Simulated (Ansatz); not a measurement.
# TbTi3: relaxing a made-up structure, part 2 of 2

This structure for TbTi3 is made up. Its elements were placed in a known structure type with a cell scaled to their sizes. What cell does the guess relax to, and how far off was it?

Ansatz 0.2.0; DFT, PBEsol, plane-wave PAW, default files, scalar-relativistic, ferromagnetic start, cell and ions relaxed at zero pressure (the session's first sound run).

So far: Set-up; Relaxing cell and atoms. The relaxed cell has a = 4.223 Å (conventional setting).

In doubt: a part-filled 4f shell, where there is one, can sit in one of many states, so energies may not be the lowest and differences between runs may mislead; derivatives with an open 4f shell can jump between states, which bears on forces and vibrations.

## 3. Bands of the relaxed cell

With the geometry fixed, one more self-consistent run, with a narrower smearing and the mesh shown in its input, gives the bands, and its pressure, and its forces where symmetry allows any, show how far the geometry depends on these settings.

This step: DFT, PBEsol, plane-wave PAW, default files, scalar-relativistic, ferromagnetic start, bands and density of states at the relaxed cell (Ansatz 0.2.0).

input.yaml

```yaml
crystal:
  lattice:
    - [4.223449337, 0.0, 0.0]
    - [0.0, 4.223449337, 0.0]
    - [0.0, 0.0, 4.223449337]
  atoms:
    - { symbol: Tb, position: [0.0, 0.0, 0.0], spin: 6.0 }
    - { symbol: Ti, position: [0.5, 0.5, 0.0] }
    - { symbol: Ti, position: [0.5, 0.0, 0.5] }
    - { symbol: Ti, position: [0.0, 0.5, 0.5] }
magnetization:
  spin_polarized: true
kpoints:
  mp_grid: { grid: [8, 8, 8] }
  band_path:
    path:
      - [[0.0, 0.0, 0.0], [0.0, 0.5, 0.0], [0.5, 0.5, 0.0], [0.0, 0.0, 0.0], [0.5, 0.5, 0.5], [0.0, 0.5, 0.0]]
      - [[0.5, 0.5, 0.0], [0.5, 0.5, 0.5]]
    npoints: 13
scf:
  occupations: { method: fermi_dirac, width: 0.03 }
  n_extra_bands: 11
hamiltonian:
  xc: pbesol
  pseudopotentials: { kind: paw }
output:
  forces: true
  stress: true
  write_bands: true
  dos: { projected: true }
  write_density: true
  write_potential: true
  elf: true
  volumetric_format: npy
```

The run is started by

```console
$ ansatz run input.yaml --threads 4 --pin off --max-ram 10240MiB --backend cpu --events-out ev --progress --plain --runs-dir out
```

Numbers of over 12 decimals in the logs are rounded to 6 here.

The program printed:

```text
Tb: projections on atomic orbitals take those of the free atom [Kr 4d10] 4f9 5s2 5p6 5d0 6s2, of charge +0.00 (hamiltonian.pseudopotentials.projection_atoms); the dataset's partial waves leave at most 4.5e-4 of an orbital's norm unspanned inside its sphere
[...]
Crystal: 4 atoms, lattice volume = 75.336 Å³
Basis set: ecut = 420 eV, 1419 PW (Γ), exchange–correlation on 60×60×60 points (8 copies of the dense FFT grid, shifted against one another)
Bands: 39, of which v1, the nominal top of the filled ones, is band 28 counted from 1 (27 counted from 0)
Symmetry: 48 space group operations
[...]
k-points: 35 of 512
[...]
Starting moments: Σ|m| = 6 μB on 1 of 4 sites
[...]
SCF iter   1: F=—  HF=-17261.633806 eV  |F-HF|=—  |Δ(HF+E_count)|=         —  Δρ=4.21e-2 (↑2.85e-2 ↓4.21e-2)  dr2=3.33e0  dr2_m=8.01e-2  M=5.997 μB ∫|m|=6.067 μB  β_m=0.30  ethr=3.10e-3  ⟨swp⟩=5.7  Hψ=9805  notcnv=0
[...]
SCF iter   6: F=—  HF=-17258.008979 eV  |F-HF|=—  |Δ(HF+E_count)|=         —  Δρ=3.32e-3 (↑5.38e-4 ↓3.32e-3)  dr2=1.85e-3  dr2_m=1.91e-3  M=6.217 μB ∫|m|=6.304 μB  β_m=0.80  ethr=1.21e-5  ⟨swp⟩=2.8  Hψ=5365  notcnv=0  defer=166
[...]
iteration 6: the lowest order of the open f orbitals that was found in this iteration's bands is taken; no other order was found there
SCF iter   7: F=—  HF=-17258.028411 eV  |F-HF|=—  |Δ(HF+E_count)|=         —  Δρ=3.02e-2 (↑3.33e-3 ↓3.02e-2)  dr2=7.23e-1  dr2_m=1.57e-1  M=6.526 μB ∫|m|=6.601 μB  β_m=0.80  ethr=3.36e-6  ⟨swp⟩=2.3  Hψ=4535  notcnv=0  defer=142
[...]
SCF iter  21: F=-17258.014118 eV  HF=-17258.014118 eV  |F-HF|=2.80e-8  |Δ(HF+E_count)|=   3.29e-9  Δρ=5.71e-6 (↑6.40e-7 ↓5.71e-6)  dr2=2.65e-8  dr2_m=5.63e-9  M=6.270 μB ∫|m|=6.340 μB  ethr=9.67e-12  ⟨swp⟩=10.3  Hψ=16995  notcnv=0
SCF 1 converged in 21 iterations: F = -17258.014118 eV  dr2 = 2.65e-8
[...]
NSCF: frozen V_eff on 80 k-points
SCF converged after 21 iterations
Magnetization: 6.2702 μB (30.6351 up, 24.3649 down)
Absolute magnetization: 6.3591 μB (∫|ρ↑−ρ↓|, with the PAW one-centre terms)
[...]
Per-site moments (μB) at R_I (Å): [(6.081072, 1.231902), (0.018984, 1.231902), (0.018984, 1.231902), (0.018984, 1.231902)]
Free energy (F): -17258.014118 eV
[...]
Internal energy: -17257.977143 eV  (E = F + TS)
E sigma→0 (E₀):  -17257.995630 eV
Entropy (-TS):   -0.036975 eV (-9.244 meV/atom)
Fermi energy:    14.513681 eV
[...]
--- Stress (GPa, compression-positive) ---
       -0.154768       0.000000       0.000000
        0.000000      -0.154768      -0.000000
        0.000000      -0.000000      -0.154768
  P = ⅓ Tr σ = -0.1548 GPa (-1.548 kbar)
--- Band table (eV; the first three rows and the last of 70) ---
  k-point 0 ↑: bands = [... 24 lower, 11.4993, 11.4993, 12.1834, 12.6578, 12.6578, 12.6578, 15.3688, 15.3688, ... 7 higher]
  k-point 1 ↑: bands = [... 24 lower, 11.6251, 11.6273, 12.2657, 12.7449, 12.7602, 12.7602, 15.2415, 15.4488, ... 7 higher]
  k-point 2 ↑: bands = [... 24 lower, 11.8156, 11.9717, 12.5516, 12.9971, 13.0605, 13.0605, 14.8933, 15.6629, ... 7 higher]
  k-point 34 ↓: bands = [... 24 lower, 14.9206, 14.9206, 14.9206, 15.0146, 15.0146, 15.0146, 15.2745, 15.4312, ... 7 higher]
```

The job ended after 23 s (4 threads of Intel Xeon Platinum 8375C at 2.90GHz (Ice Lake), shared host; peak memory 0.59 GiB).

In the SCF lines HF is the Harris–Foulkes energy and dr2 the Hartree energy of the density residual, in eV; the loop may stop once dr2 is under the threshold and the program's other checks hold. Hψ counts applications of the Hamiltonian.

This step gave:

```yaml
free_energy: -17258.0141 eV
energy_at_zero_smearing: -17257.9956 eV
smearing_term_ts: 0.03697 eV
fermi_energy: 14.51 eV
magnetization: 6.270 μB
absolute_magnetization: 6.359 μB
site_moments: 6.081, 0.01898, 0.01898, 0.01898 μB
pressure: -0.1548 GPa
```

bands.tsv at the labelled points (eV, zero at the Fermi level; the bands that come nearest the Fermi level along the path):

| point | band_29_up | band_31_up | band_32_up | band_21_dn | band_22_dn | band_23_dn | band_24_dn | band_25_dn |
| --- | --- | --- | --- | --- | --- | --- | --- | --- |
| Γ | -1.86 | 0.86 | 0.86 | -1.73 | -1.73 | 0.06 | 0.13 | 0.13 |
| X | -0.51 | -0.08 | -0.08 | -0.41 | -0.36 | -0.36 | -0.30 | -0.30 |
| M | -0.42 | -0.05 | -0.02 | -0.50 | -0.50 | -0.26 | -0.26 | 0.01 |
| Γ | -1.86 | 0.86 | 0.86 | -1.73 | -1.73 | 0.06 | 0.13 | 0.13 |
| R | 0.52 | 0.78 | 0.78 | 0.10 | 0.10 | 0.10 | 0.41 | 0.41 |
| X | -0.51 | -0.08 | -0.08 | -0.41 | -0.36 | -0.36 | -0.30 | -0.30 |
| M | -0.42 | -0.05 | -0.02 | -0.50 | -0.50 | -0.26 | -0.26 | 0.01 |
| R | 0.52 | 0.78 | 0.78 | 0.10 | 0.10 | 0.10 | 0.41 | 0.41 |

Site moment by atom:

| atom | site moment (μB) |
| --- | --- |
| Tb1 | 6.08 |
| Ti2 | 0.02 |
| Ti3 | 0.02 |
| Ti4 | 0.02 |

Spin density in the ac plane at fractional y = 0.000, with atoms of Tb and Ti within 0.2 Å of it.

Values in e/Å³, 14 rows by 14 columns, each cell a mean:
```
10  5  1  0  0  0  0  0  0  0  0  0  2  7
 3  1  0  0  0  0  0  0  0  0  0  0  1  2
 0  0  0  0  0  0  0  0  0  0  0  0  0  0
 0  0  0  0  0  0  0  0  0  0  0  0  0  0
 0  0  0  0  0  0  0  0  0  0  0  0  0  0
 0  0  0  0  0  0  0  0  0  0  0  0  0  0
 0  0  0  0  0  0  0  0  0  0  0  0  0  0
 0  0  0  0  0  0  0  0  0  0  0  0  0  0
 0  0  0  0  0  0  0  0  0  0  0  0  0  0
 0  0  0  0  0  0  0  0  0  0  0  0  0  0
 0  0  0  0  0  0  0  0  0  0  0  0  0  0
 1  1  0  0  0  0  0  0  0  0  0  0  0  1
 7  4  1  0  0  0  0  0  0  0  0  0  1  5
15  7  1  0  0  0  0  0  0  0  0  0  3 10
```
Columns run along a (4.2 Å), rows up along c (4.2 Å). Atoms in or near the plane, at fractional coordinates: Tb at (0.00, 0.00), Ti at (0.50, 0.50).

Electrostatic potential energy in the ac plane at fractional y = 0.000, with atoms of Tb and Ti within 0.2 Å of it. With pseudopotentials it is smooth inside the atoms' cores, unlike the true potential.

Ten even steps from '_' (-48 eV) to '@' (17 eV), each cell a mean:
```
____::**%%@@@@@@@@@@%%++..__
..::==##@@@@@@@@@@@@%%**--..
==++##%%@@@@@@@@@@@@@@%%**++
%%%%%%@@@@%%####%%%%@@@@%%%%
@@@@@@@@%%**++==++##%%@@@@@@
@@@@@@@@##==----==++%%@@@@@@
@@@@@@%%**==------==##@@@@@@
@@@@@@%%**==------++##@@@@@@
@@@@@@@@##++======**%%@@@@@@
%%%%@@@@%%##****##%%@@@@@@%%
****%%%%@@@@%%%%@@@@@@%%##**
::--++%%@@@@@@@@@@@@%%##==::
____--**%%@@@@@@@@@@%%++::__
____::**%%@@@@@@@@@@%%==..__
```
Columns run along a (4.2 Å; values clipped at the 3rd and 97th percentile), rows up along c (4.2 Å). Atoms in or near the plane, at fractional coordinates: Tb at (0.00, 0.00), Ti at (0.50, 0.50).

Valence density in the ac plane at fractional y = 0.000, with atoms of Tb and Ti within 0.2 Å of it. It is the smooth field of the valence electrons, not physical close to the nuclei.

Values in e/Å³, 14 rows by 14 columns, each cell a mean:
```
15  9  3  1  0  0  0  0  0  0  0  1  5 12
 6  4  2  1  0  0  0  0  0  0  0  1  2  5
 2  1  1  0  0  0  0  0  0  0  0  0  1  1
 0  0  0  0  0  0  0  1  0  0  0  0  0  0
 0  0  0  0  0  1  2  3  2  1  0  0  0  0
 0  0  0  0  1  3  6  8  5  2  0  0  0  0
 0  0  0  0  1  4  9 10  8  3  1  0  0  0
 0  0  0  0  1  4  7  9  6  2  0  0  0  0
 0  0  0  0  0  2  4  4  3  1  0  0  0  0
 0  0  0  0  0  0  1  1  1  0  0  0  0  0
 1  1  0  0  0  0  0  0  0  0  0  0  1  1
 4  3  1  0  0  0  0  0  0  0  0  1  2  3
12  8  3  1  0  0  0  0  0  0  0  1  4  9
21 12  4  1  0  0  0  0  0  0  0  2  6 15
```
Columns run along a (4.2 Å), rows up along c (4.2 Å). Atoms in or near the plane, at fractional coordinates: Tb at (0.00, 0.00), Ti at (0.50, 0.50).

## 4. What came out

```yaml
space_group_relaxed: Pm-3m
conventional_cell: a = 4.223, b = 4.223, c = 4.223 Å; α = 90.0°, β = 90.0°, γ = 90.0°
volume_per_atom: 18.83 Å³ (guess 18.72)
total_moment: 5.99 μB in the cell of 4 atoms
```

**Reading.** TbTi3 relaxes to Pm-3m with a = 4.223, b = 4.223 and c = 4.223 Å. The guessed volume was near the relaxed one. The space group Pm-3m was held in the relaxation, so the end point is a stationary structure within it and may be a saddle against distortions or other arrangements. The input starts from parallel moments, and no other start was typed. The f shell may be open and has no Hubbard U, so its place in energy and the volume are uncertain. The electronic state may lie above the lowest one. Bands cross the Fermi level, so it is a metal or semimetal at this level. On the 8×8×8 mesh with the narrower smearing (relaxed on 6×6×6) the forces vanish, as symmetry may demand, and the largest stress component is 0.155 GPa, against the relaxation's thresholds of 0.015 eV/Å and 0.05 GPa. The cutoff wasn't tested. Spin-orbit coupling is left out, which can matter for elements this heavy. No dispersion term is used, so weakly bound directions may come out too long. Nothing here tests whether the compound is stable against decomposition.

[Logs are printed without paths, hosts, clocks, repeated set-up lines and the standing remarks that a program may print on its own settings, such as how far it seeks lower states.]

[Hosts, paths, dates, database ids (printed as entryN), source tags and the programs' standing remarks are cut or masked in the printed files.]
